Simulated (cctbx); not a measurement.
# TmNbNi2Sb: precision against data quality

Space group P4/nmm (no. 129, origin choice 1), a = 4.2360 Å, b = 4.2360 Å, c = 9.7680 Å, α = 90.00°, β = 90.00°, γ = 90.00°.

```
atom  mult.    x    y       z  Ueq (Å²)
 Tm1      2  1/2    0  0.7674    0.0058
 Sb1      2  1/2  1/2     1/2    0.0058
 Nb1      2  1/2    0  0.1211    0.0082
 Ni1      2  1/2    0  0.3686    0.0048
 Ni2      2  1/2  1/2       0    0.0097
```

This is a model crystal, built by substitution and not relaxed, with assumed displacement parameters.

Five simulated data sets (cctbx; Mo Kα, λ = 0.71073 Å; 3 % proportional error) differ in resolution or exposure (noise floor 2 counts in the first three, 8 in the last two). Each is refined with the right model, isotropic at 1.1 Å and anisotropic otherwise. How do the figures of merit and the uncertainties move?

```csv
d min (Å),top counts,"⟨I/σ⟩ (unmerged, absences included)",unique,param. (scale apart),Rint,R1,GooF,largest s.u. xyz (fractional),s.u. U of Ni1 (Å²),largest error (Å)
1.1,70000,21.1,61,8,0.024,0.0113,2.28,0.00019,0.0007,0.0032
0.84,70000,20.3,120,13,0.025,0.0066,0.92,0.00005,0.0002,0.0004
0.6,70000,19.5,289,13,0.025,0.0067,0.99,0.00003,0.0001,0.0002
0.75,300,1.4,162,13,0.367,0.0755,0.95,0.00115,0.0046,0.0161
0.75,3000,6.4,162,13,0.070,0.0205,0.96,0.00022,0.0007,0.0031
```

GooF reaches 2.28 where the model lacks something that the data hold (anisotropy at the isotropic level, for one). The s.u. of U for Ni1 goes 0.0007, 0.0002, 0.0001 Å² with resolution and 0.0046, 0.0007 Å² with exposure.

The 1.1 Å row also differs in its displacement model, so it isn't a clean test of resolution.

Hardware for the 0.6 Å refinement: 0.6 s on 1 thread of Arm Neoverse N1, on a shared host, peak memory 0.09 GiB.

[Logs are printed without paths, hosts, clocks, repeated set-up lines and the standing remarks that a program may print on its own settings, such as how far it seeks lower states.]
